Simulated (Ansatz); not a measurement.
# What MgAs2 in C2/m, a phase reached by a soft mode distorts into

Wanted: the energy along a soft mode of MgAs2 in C2/m, a phase reached by a soft mode and the structure at the end.

Method: DFT PBE+D3(BJ), scalar-relativistic, plane waves, PAW, in Ansatz 0.2.0.

## 1. The structure

It takes space group C2/m (No. 12, monoclinic). The conventional cell has a = 8.427 Å, b = 5.200 Å, c = 5.425 Å, α = 90.00°, β = 92.19°, γ = 90.00°. Nearest to Mg lie 8 As at 2.71 to 2.97 Å. Nearest to As lie 3 As at 2.47 to 2.97 Å and 3 Mg at 2.88 to 2.97 Å. Nearest to As lie 1 As at 2.51 Å and 5 Mg at 2.71 to 2.96 Å. Farther neighbours, and contacts between anions beyond the nearest, are not listed.

## 2. Zone-centre response

This phase was reached earlier by freezing in an unstable mode of a structure of higher symmetry and relaxing. Its zone-centre modes tell whether it is the end of the road.

The input, input.yaml:

```yaml
crystal:
  lattice:
    - [4.2133693125, -2.6002441992, 0.0001262099]
    - [4.2133693125, 2.6002441992, 0.0001262099]
    - [-0.2070858946, 0.0, 5.4210298616]
  atoms:
    - { symbol: Mg, position: [0.1605829177, 0.1605829177, 0.2452416233] }
    - { symbol: Mg, position: [0.8394170823, 0.8394170823, 0.7547583767] }
    - { symbol: As, position: [0.4876648902, 0.4876648902, 0.7723965745] }
    - { symbol: As, position: [0.8098990772, 0.8098990772, 0.2563583468] }
    - { symbol: As, position: [0.1901009228, 0.1901009228, 0.7436416532] }
    - { symbol: As, position: [0.5123351098, 0.5123351098, 0.2276034255] }
kpoints:
  mp_grid: { grid: [8, 8, 8] }
hamiltonian:
  xc: pbe
  dispersion: d3bj
scf:
  occupations: { method: methfessel_paxton, width: 0.2 }
output:
  eigenvalues: true
phonons:
  method: dfpt
```

The run is started by

```bash
ansatz run input.yaml --threads 8 --pin off --max-ram 14336MiB --backend cpu --events-out ev --progress --plain --runs-dir out
```

The log of the run:

```text
zone centre: on kpoints.mp_grid the ground state, and the responses unless they are solved on pairs of k-points, stand on 150 of the mesh's 512 k-points, reduced under 2 symmetry operations, with k and −k counted as one. Each operation leaves every solved displacement unchanged or reverses it
Engine: ansatz 0.2.0, x86_64-unknown-linux-gnu
Pseudopotentials: kind: paw
Pseudopotential: Mg, paw, valence charge 10, recommended cutoff 420 eV (normal), Mg.paw.azcp
Pseudopotential: As, paw, valence charge 15, recommended cutoff 420 eV (normal), As.paw.azcp
Functional definition: PBE
  parameter kappa = 0.804
  parameter beta = 0.066725
  exchange = pbe_x(kappa = kappa, mu = beta*pi^2/3)
  correlation = pbe_c(beta = beta)
Crystal: 6 atoms, lattice volume = 118.783 Å³
Basis set: ecut = 420 eV, 2331 PW (Γ), exchange–correlation on 72×72×80 points (8 copies of the dense FFT grid, shifted against one another)
Bands: 48, of which v1, the nominal top of the filled ones, is band 40 counted from 1 (39 counted from 0)
Symmetry: 4 space group operations
k-points: 150 of 512 (irreducible under 2 space group operations, time reversal used)
Non-local potential: Mg, projectors of the file, l = 0: 3, l = 1: 2, l = 2: 1
Non-local potential: As, projectors of the file, l = 0: 2, l = 1: 2, l = 2: 3, l = 3: 1
PAW form: soft (Blöchl's): semilocal exchange-correlation on the pseudo side does not see the compensation charge
PAW one-centre angular grid: Mg, 110 points (default); XC on 64 Gauss nodes
PAW one-centre angular grid: As, 590 points (default); XC on 64 Gauss nodes
Initial density: superposition of atomic densities (neutral atoms: chi_scale 0, normalization atom), corrected by the library's trained network
Initial wavefunctions: pseudopotential atomic-orbital guess
Functional: x = pbe(κ = 0.804, μ = 0.219515), c = pbe(β = 0.066725)
SCF iter   1: F=—  HF=-23275.378638 eV  |F-HF|=—  |Δ(HF+E_count)|=         —  Δρ=2.53e-3  dr2=1.63e-2  ethr=1.77e-3  ⟨swp⟩=6.1  Hψ=26227  notcnv=0
preconditioner: auto → Kerker (q_TF=auto, 2.554 Å⁻¹)  [metal: Δε(μ)=0.018 eV  Ē_g=8.884 eV  σ=0.200 eV  W_gap=0.08  n_scr=28 (ndim 8)  ℏωp=16.7 eV  f_vac=0.000  D(μ)=2.49/eV (n_scr^D=20)]
SCF iter   2: F=—  HF=-23275.374646 eV  |F-HF|=—  |Δ(HF+E_count)|=   3.99e-3  S|Δr|=    0.00e0  Δρ=1.48e-3  dr2=5.34e-3  ethr=2.04e-5  ⟨swp⟩=1.9  Hψ=10884  notcnv=0
SCF iter   3: F=—  HF=-23275.373695 eV  |F-HF|=—  |Δ(HF+E_count)|=   9.51e-4  S|Δr|=    0.00e0  Δρ=4.01e-4  dr2=2.79e-4  ethr=6.68e-6  ⟨swp⟩=2.4  Hψ=11964  notcnv=0
SCF iter   4: F=—  HF=-23275.373547 eV  |F-HF|=—  |Δ(HF+E_count)|=   1.48e-4  S|Δr|=    0.00e0  Δρ=2.15e-4  dr2=4.70e-5  ethr=3.48e-7  ⟨swp⟩=2.0  Hψ=11769  notcnv=0
SCF iter   5: F=—  HF=-23275.373552 eV  |F-HF|=—  |Δ(HF+E_count)|=   5.10e-6  S|Δr|=    0.00e0  Δρ=5.04e-5  dr2=2.64e-6  ethr=5.88e-8  ⟨swp⟩=2.0  Hψ=12368  notcnv=0
SCF iter   6: F=—  HF=-23275.373551 eV  |F-HF|=—  |Δ(HF+E_count)|=   8.39e-7  S|Δr|=    0.00e0  Δρ=1.81e-5  dr2=4.25e-7  ethr=3.30e-9  ⟨swp⟩=2.0  Hψ=12931  notcnv=0
SCF iter   7: F=—  HF=-23275.373552 eV  |F-HF|=—  |Δ(HF+E_count)|=   1.37e-8  S|Δr|=    0.00e0  Δρ=5.10e-6  dr2=4.41e-8  ethr=5.31e-10  ⟨swp⟩=2.0  Hψ=10255  notcnv=0
SCF iter   8: F=—  HF=-23275.373552 eV  |F-HF|=—  |Δ(HF+E_count)|=  8.55e-10  S|Δr|=    0.00e0  Δρ=2.00e-6  dr2=8.25e-9  ethr=5.52e-11  ⟨swp⟩=2.0  Hψ=11758  notcnv=0
SCF iter   9: F=—  HF=-23275.373552 eV  |F-HF|=—  |Δ(HF+E_count)|=   3.59e-9  S|Δr|=    0.00e0  Δρ=8.36e-7  dr2=1.84e-9  ethr=1.03e-11  ⟨swp⟩=2.0  Hψ=11757  notcnv=0
SCF iter  10: F=—  HF=-23275.373552 eV  |F-HF|=—  |Δ(HF+E_count)|=  4.87e-10  S|Δr|=    0.00e0  Δρ=2.52e-7  dr2=2.02e-10  ethr=2.30e-12  ⟨swp⟩=2.0  Hψ=11754  notcnv=0
SCF iter  11: F=—  HF=-23275.373552 eV  |F-HF|=—  |Δ(HF+E_count)|=  2.18e-11  S|Δr|=    0.00e0  Δρ=6.30e-8  dr2=1.21e-11  ethr=1.00e-12  ⟨swp⟩=1.0  Hψ=6954  notcnv=0
SCF iter  12: F=-23275.373552 eV  HF=-23275.373552 eV  |F-HF|=3.64e-12  |Δ(HF+E_count)|=  7.28e-12  S|Δr|=    0.00e0  Δρ=1.77e-8  dr2=5.47e-13  ethr=1.00e-12  ⟨swp⟩=9.3  Hψ=34933  notcnv=0
SCF 1 converged in 12 iterations: F = -23275.373552 eV  dr2 = 5.47e-13
  greatest PAW one-centre occupation: 1.000 electrons in one spin orbital (limit 2), on the Mg atom at site 1 (counted from 0), in its partial waves of l = 0
DFPT response loops at Γ: preconditioner auto → Kerker (q_TF=auto, 2.554 Å⁻¹) (partly filled bands, converged f_vac=0.000); β = 1.00, the filter's whole step (`scf.mixing.beta` (0.50) is not read by the response loops under this deck's `scf.mixing.preconditioner`; to damp them name `kerker` or `kerker_dos`, under which they read `scf.mixing.beta`, and type it under 1.00, their step now; both keys bind the ground state too); Broyden in place of MSR1
SCF converged after 12 iterations
Stability not checked: this state was not tested for a lower state beside it, because cold or Methfessel-Paxton smearing, or corrected tetrahedra, fill the levels in a way that the test cannot read (fill_not_monotonic; see scf.lower_state_search)
Free energy (F): -23275.373552 eV
Harris-Foulkes:  -23275.373552 eV  (|F-HF|=3.64e-12)
Internal energy: -23275.373332 eV  (E = F + TS)
E sigma→0 (E₀):  -23275.373497 eV
Entropy (-TS):   -0.000220 eV (-0.037 meV/atom)
Fermi energy:    10.005658 eV
--- Per-component energies (eV) ---
  E_band       = -1580.623353
  E_kinetic    = 565.755248
  E_local      = -9580.911215  (includes V_loc(G=0)·N_el)
  E_nonlocal   = -2492.089108
  E_hartree    = 4723.457165
  E_xc         = -376.807923
  E_vxc        = -394.399042  (∫ρ·V_xc dr)
  E_paw        = -7924.161935  (= ΣΔE_a)
  E_vpaw       = 874.106383  (= ΣTr[D̂ρ^β])
  E_aug_tail   = 0.000025  (compensation charges beyond the density's cutoff)
  E_ewald      = -8188.164692
  E_disp       = -2.450897  (pairwise vdW)
  E_smearing   = -0.000220  (= −TS)
  E_closure    = -0.000000  (closes the sum)
  Σ components = -23275.373552   (vs F -23275.373552, Δ=0.00e0)
--- Band table (eV; the first three rows and the last of 150) ---
  k-point 0: bands = [... 36 lower, 6.7913, 8.2979, 9.2469, 9.3739, 9.4658, 9.9642, 11.3171, 11.5978, ... 4 higher]
  k-point 1: bands = [... 36 lower, 6.8516, 8.2619, 9.0246, 9.0437, 9.3356, 9.9410, 11.1915, 11.7948, ... 4 higher]
  k-point 2: bands = [... 36 lower, 7.0247, 8.2919, 8.4718, 8.5503, 8.9618, 9.7965, 10.7191, 12.5098, ... 4 higher]
  k-point 149: bands = [... 36 lower, 8.6094, 9.0771, 9.4210, 10.7668, 11.5184, 11.8704, 11.9321, 12.1063, ... 4 higher]
--- Phonons (Γ-DFPT): 9 representative perturbations + reference, on 150 of 512 k-points (Σ response iterations 28) ---
  k mesh reduced under 2 symmetry operations, with k and −k counted as one. Each operation leaves every solved displacement unchanged or reverses it
  ASR residual: 3.203e-5 → 0.000e0 eV/Å²; symmetrization residual: 2.885e-6 eV/Å²
  pairwise dispersion correction: d3bj (s6 = 1.0, s8 = 0.7875, a1 = 0.4289, a2_bohr = 4.4407), with the weights of each atom's references fixed at the reference crystal's, and the forces and stress that the weights' published response gives there kept as a pressure on the atom's counted neighbours (hamiltonian.dispersion)
  ASR residual per site (eV/Å²): 1.92e-5 1.92e-5 3.19e-5 3.20e-5 3.20e-5 3.19e-5
  Γ frequencies (cm⁻¹): -89.59 -69.88 0.00 0.00 0.00 61.39 68.38 73.79 73.84 161.33 167.37 178.60 182.51 201.34 211.96 216.96 249.89 270.39
  non-analytic LO–TO correction: not included (Born effective charges unavailable; polar crystals: no LO–TO splitting at Γ)
```

The job ended after 72 s (8 threads of AMD EPYC 9R14 (Zen 4), shared host; peak memory 2.8 GiB; 8.4 min of CPU time).

The column dr2 measures how far the density is from self-consistency, as an energy; F and HF (Harris–Foulkes) agree once it is small.

This step gave:

* volume per atom: 19.80 Å³
* gap on the k-mesh: 0 eV
* sum-rule residual before enforcement: 3.20e-5 eV/Å²
* point group: 2/m
* highest optical mode at the zone centre (no LO-TO term): 270.4 cm⁻¹
* lowest optical zone-centre mode: -89.59 cm⁻¹

Patterns of degenerate modes are one choice out of their space. Modes at Γ, with each element's share of the kinetic energy (negative means imaginary):

| mode | frequency (cm⁻¹) | symmetry | Mg % | As % |
| --- | --- | --- | --- | --- |
| 1 | -89.6 | Au | 0 | 100 |
| 2 | -69.9 | Bg | 0 | 100 |
| 3 | 0.0 | acoustic | 14 | 86 |
| 4 | 0.0 | acoustic | 14 | 86 |
| 5 | 0.0 | acoustic | 14 | 86 |
| 6 | 61.4 | Bg | 18 | 82 |
| 7 | 68.4 | Ag | 18 | 82 |
| 8 | 73.8 | not assigned | 14 | 86 |
| 9 | 73.8 | not assigned | 28 | 72 |
| 10 | 161.3 | Bu | 81 | 19 |
| 11 | 167.4 | Ag | 83 | 17 |
| 12 | 178.6 | Ag | 0 | 100 |
| 13 | 182.5 | Bu | 5 | 95 |
| 14 | 201.3 | Ag | 1 | 99 |
| 15 | 212.0 | Au | 86 | 14 |
| 16 | 217.0 | Bg | 82 | 18 |
| 17 | 249.9 | Bu | 72 | 28 |
| 18 | 270.4 | Ag | 69 | 31 |

Displacements in mode 1 (-89.6 cm⁻¹), the largest set to 1:
```
Mg1  0.00 -0.12  0.00
Mg2  0.00 -0.12  0.00
As3  0.00 -0.96  0.00
As4  0.00  1.00  0.00
As5  0.00  1.00  0.00
As6  0.00 -0.96  0.00
```

Displacements in mode 11 (167.4 cm⁻¹), the largest set to 1:
```
Mg1 -1.00  0.00 -0.06
Mg2  1.00  0.00  0.06
As3 -0.14  0.00 -0.07
As4  0.20  0.00  0.01
As5 -0.20  0.00 -0.01
As6  0.14  0.00  0.07
```

Before it was imposed, the acoustic sum rule was missed by 3.2e-5 eV/Å². Small misses are needed for a sound result but don't prove that mesh and cutoff are converged. The lowest optical mode is imaginary, 89.6i cm⁻¹, so the energy falls along it.

## 3. The mode frozen in, largest atomic shift 0 Å

The mode followed lies at Γ with frequency 89.6i cm⁻¹, the softest among the wavevectors solved. At small amplitude the pattern taken leaves space group no. 5 by a symmetry search on the positions. The undistorted cell that holds it gives the zero of energy on the same k mesh.

input.yaml: that of step 2 with these lines changed.

```diff
@@ -20,4 +20,4 @@
 output:
+  forces: true
+  stress: true
   eigenvalues: true
-phonons:
-  method: dfpt
```

The log of the run:

```text
[...]
Crystal: 6 atoms, lattice volume = 118.783 Å³
Basis set: ecut = 420 eV, 2331 PW (Γ), exchange–correlation on 72×72×80 points (8 copies of the dense FFT grid, shifted against one another)
Bands: 48, of which v1, the nominal top of the filled ones, is band 40 counted from 1 (39 counted from 0)
Symmetry: 4 space group operations
[...]
k-points: 150 of 512
[...]
k-point 0: bands = [... 36 lower, 6.7913, 8.2979, 9.2469, 9.3738, 9.4658, 9.9642, 11.3171, 11.5978, ... 4 higher]
  k-point 1: bands = [... 36 lower, 6.8516, 8.2619, 9.0246, 9.0437, 9.3356, 9.9410, 11.1915, 11.7948, ... 4 higher]
  k-point 2: bands = [... 36 lower, 7.0247, 8.2919, 8.4718, 8.5503, 8.9618, 9.7965, 10.7191, 12.5098, ... 4 higher]
  k-point 149: bands = [... 36 lower, 8.6094, 9.0771, 9.4211, 10.7668, 11.5184, 11.8704, 11.9321, 12.1063, ... 4 higher]
[key lines of the parts left out:]
SCF converged after 7 iterations
Free energy (F): -23275.373551 eV
Fermi energy:    10.005670 eV
P = ⅓ Tr σ = 0.0012 GPa (0.012 kbar)
```

Elapsed: 2.9 s, on 8 threads; peak memory 1 GiB; 21 s of CPU time.

Read from the output:

```yaml
pressure: 0.001182 GPa
energy_from_the_undistorted_cell: 0 meV/atom
```

The run ends at a pressure of 0.00 GPa, with forces up to 7.6e-4 eV/Å.

## 4. The mode frozen in, largest atomic shift 0.14 Å

The atoms are moved along the unstable eigenvector, the largest shift by 0.14 Å, with the cell fixed.

input.yaml, the sections that differ from step 3:

```yaml
crystal:
  lattice:
    - [4.2133693125, -2.6002441992, 0.0001262099]
    - [4.2133693125, 2.6002441992, 0.0001262099]
    - [-0.2070858946, 0.0, 5.4210298616]
  atoms:
    - { symbol: Mg, position: [0.1637434369, 0.1574223986, 0.2452416233] }
    - { symbol: Mg, position: [0.8425776014, 0.8362565631, 0.7547583767] }
    - { symbol: As, position: [0.5135601479, 0.4617696325, 0.7723965745] }
    - { symbol: As, position: [0.7829785287, 0.8368196257, 0.2563583468] }
    - { symbol: As, position: [0.1631803743, 0.2170214713, 0.7436416532] }
    - { symbol: As, position: [0.5382303675, 0.4864398521, 0.2276034255] }
# kpoints, hamiltonian, scf, output: as in step 3
```

The log of the run:

```text
[...]
Crystal: 6 atoms, lattice volume = 118.783 Å³
Basis set: ecut = 420 eV, 2331 PW (Γ), exchange–correlation on 72×72×80 points (8 copies of the dense FFT grid, shifted against one another)
Bands: 48, of which v1, the nominal top of the filled ones, is band 40 counted from 1 (39 counted from 0)
Symmetry: 2 space group operations
[...]
k-points: 150 of 512 (time reversal used)
[...]
k-point 0: bands = [... 36 lower, 6.9762, 8.3284, 8.9675, 9.1108, 9.4340, 10.5096, 11.3609, 11.7712, ... 4 higher]
  k-point 1: bands = [... 36 lower, 7.0193, 8.2860, 8.8014, 8.9285, 9.1463, 10.4352, 11.3968, 11.8086, ... 4 higher]
  k-point 2: bands = [... 36 lower, 7.1859, 8.2846, 8.3776, 8.5207, 8.6628, 10.2107, 10.9524, 12.4945, ... 4 higher]
  k-point 149: bands = [... 36 lower, 8.5844, 9.1313, 9.4617, 10.7561, 11.4720, 11.6862, 11.8151, 12.0066, ... 4 higher]
[key lines of the parts left out:]
SCF converged after 8 iterations
Free energy (F): -23275.423332 eV
Fermi energy:    9.928897 eV
P = ⅓ Tr σ = 0.5066 GPa (5.066 kbar)
```

The job ended after 4.9 s (8 threads; peak memory 0.97 GiB).

Read from the output:

```
pressure                         : 0.5066 GPa
energy from the undistorted cell : -8.236 meV/atom
```

The energy, extrapolated to zero smearing, is -8.24 meV/atom against the undistorted cell.

The run ends at a pressure of 0.51 GPa, with forces up to 0.20 eV/Å.

## 5. Energy along the mode, all amplitudes (two of the runs are shown above)

An imaginary frequency means negative curvature, so the energy should fall and then rise again as anharmonic terms take over.

Numbers from this step:

```
depth at the lowest point sampled  : 8.236 meV/atom
largest atomic shift at that point : 0.14 Å
```

Energy from the parent against largest atomic shift:

| largest atomic shift (Å) | energy from the parent (meV/atom) |
| --- | --- |
| 0.000 | 0 |
| 0.040 | -1.16 |
| 0.080 | -4.20 |
| 0.140 | -8.24 |
| 0.220 | -3.20 |
| 0.320 | 33.7 |

Displacement at unit largest shift by atom:

| atom | x (Å) | y (Å) | z (Å) | size |
| --- | --- | --- | --- | --- |
| Mg1 | 0.00 | -0.12 | 0.00 | 0.12 |
| Mg2 | 0.00 | -0.12 | 0.00 | 0.12 |
| As3 | 0.00 | -0.96 | 0.00 | 0.96 |
| As4 | 0.00 | 1.00 | 0.00 | 1.00 |
| As5 | 0.00 | 1.00 | 0.00 | 1.00 |
| As6 | 0.00 | -0.96 | 0.00 | 0.96 |

The lowest step is at 0.14 Å, 8.24 meV/atom below the parent, and the energy rises beyond it.

(Part 1 of 2 ends here.)

[Long decimals in the printed logs are rounded to 6 places.]

[Logs are printed without paths, hosts, clocks, repeated set-up lines and the standing remarks that a program may print on its own settings, such as how far it seeks lower states.]

[Hosts, paths, dates, database ids (printed as entryN), source tags and the programs' standing remarks are cut or masked in the printed files.]

[Where the starting crystal was built by hand or by swapping elements, it need not be the compound's stable phase.]
